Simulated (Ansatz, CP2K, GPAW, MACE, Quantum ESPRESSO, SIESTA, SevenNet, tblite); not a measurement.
**A faulty GPAW run on random rock-salt alloy of CaS and PbS (64 atoms)**

Program: GPAW 26.7.0, a calculation on a cell of 20 Pb, 32 S and 12 Ca, 24.9 Å³ an atom.

run.py reads:

```python
import numpy as np
from ase.io import read
from gpaw import GPAW, FermiDirac

atoms = read("structure.xyz")
atoms.calc = GPAW(
    mode="lcao",
    basis="dzp",
    h=0.2,
    xc="PBE",
    kpts={"size": (1, 1, 1), "gamma": True},
    occupations=FermiDirac(0.05),
    maxiter=60,
    symmetry={"point_group": False},
    nbands=148,
    txt="gpaw.txt",
)
energy = atoms.get_potential_energy(force_consistent=True)
forces = atoms.get_forces()
print(f"energy {energy:.6f} eV")
print("forces (eV/A)")
for i, (a, f) in enumerate(zip(atoms, forces)):
    print(f"{i:4d} {a.symbol:2s} {f[0]:10.5f} {f[1]:10.5f} {f[2]:10.5f}")
print(f"Fermi level {atoms.calc.get_fermi_level():.4f} eV")
for k in range(len(atoms.calc.get_ibz_k_points())):
    for s in range(atoms.calc.get_number_of_spins()):
        e = atoms.calc.get_eigenvalues(kpt=k, spin=s)
        n = np.searchsorted(e, atoms.calc.get_fermi_level())
        print(f"k {k} spin {s} levels about the Fermi level:", np.round(e[max(n - 6, 0):n], 4).tolist(), "|", np.round(e[n:n + 6], 4).tolist())
```

structure.xyz reads:

```xyz
64
Lattice="11.68760 0.00000 0.00000 0.00000 11.68760 0.00000 0.00000 0.00000 11.68760" Properties=species:S:1:pos:R:3 pbc="T T T"
Pb 0.05891 0.04336 11.67895
S 2.95556 0.02571 11.65137
Pb 11.65289 2.84172 2.89011
S 2.94387 2.90858 2.79345
Ca 2.86428 11.61362 3.01563
S 11.66481 0.01578 2.87912
Ca 2.90706 2.94294 11.66107
S 0.05294 2.92108 11.68550
Pb 0.01543 0.04850 5.81026
S 2.88485 11.61736 5.86460
[... 50 atom lines left out ...]
Pb 8.77108 5.84953 8.72269
S 5.93391 5.90165 8.63351
Pb 8.72994 8.82671 5.79506
S 5.79273 8.78615 5.90352
```

Started as:

```sh
$ OMP_NUM_THREADS=1 python run.py > output.txt
```

Log:

```text
ValueError: Too few bands!  Electrons: 592.0, bands: 148
```

gpaw.txt:

```text
Input parameters:
  mode=LCAO(),
  basis={'default': 'dzp'},
  h=0.2,
  kpts=MonkhorstPack(size=(1, 1, 1), gamma=True),
  maxiter=60,
  nbands=148,
  occupations=Occupations(name='fermi-dirac', width=0.05, fixmagmom=False),
  symmetry=Symmetry(point_group=False),
  xc=XC(name='PBE')
timing:  # [seconds]
  Total: 0.158  # ━━━━━━━━━━━━━━━━━━━━━━━━━━━━━━━━━━━━━━━━━━━━━━━━━━━━━━━━━━━
  Init:  0.136  # ━━━━━━━━━━━━━━━━━━━━━━━━━━━━━━━━━━━━━━━━━━━━━━━━━━╸
```

Elapsed: 1.3 s, on 1 thread of Arm Neoverse V2, shared host; peak memory 0.12 GiB.

Banners, paths, timers and routine set-up lines are dropped from the logs unmarked, and long logs keep their key lines alone; longer cuts are marked.

Q: Find the fault and mend it.

Too few bands: bands 148. Mend: ask for at least half as many bands as electrons, and some more for the smearing.

The program stopped at the start.

[Also dropped from logs without a mark: logging warnings of Python, and SIESTA's first energy breakdown and zero terms.]

[Logs are printed without paths, hosts, clocks, repeated set-up lines and the standing remarks that a program may print on its own settings, such as how far it seeks lower states.]

[Hosts, paths, dates, database ids (printed as entryN), source tags and the programs' standing remarks are cut or masked in the printed files.]
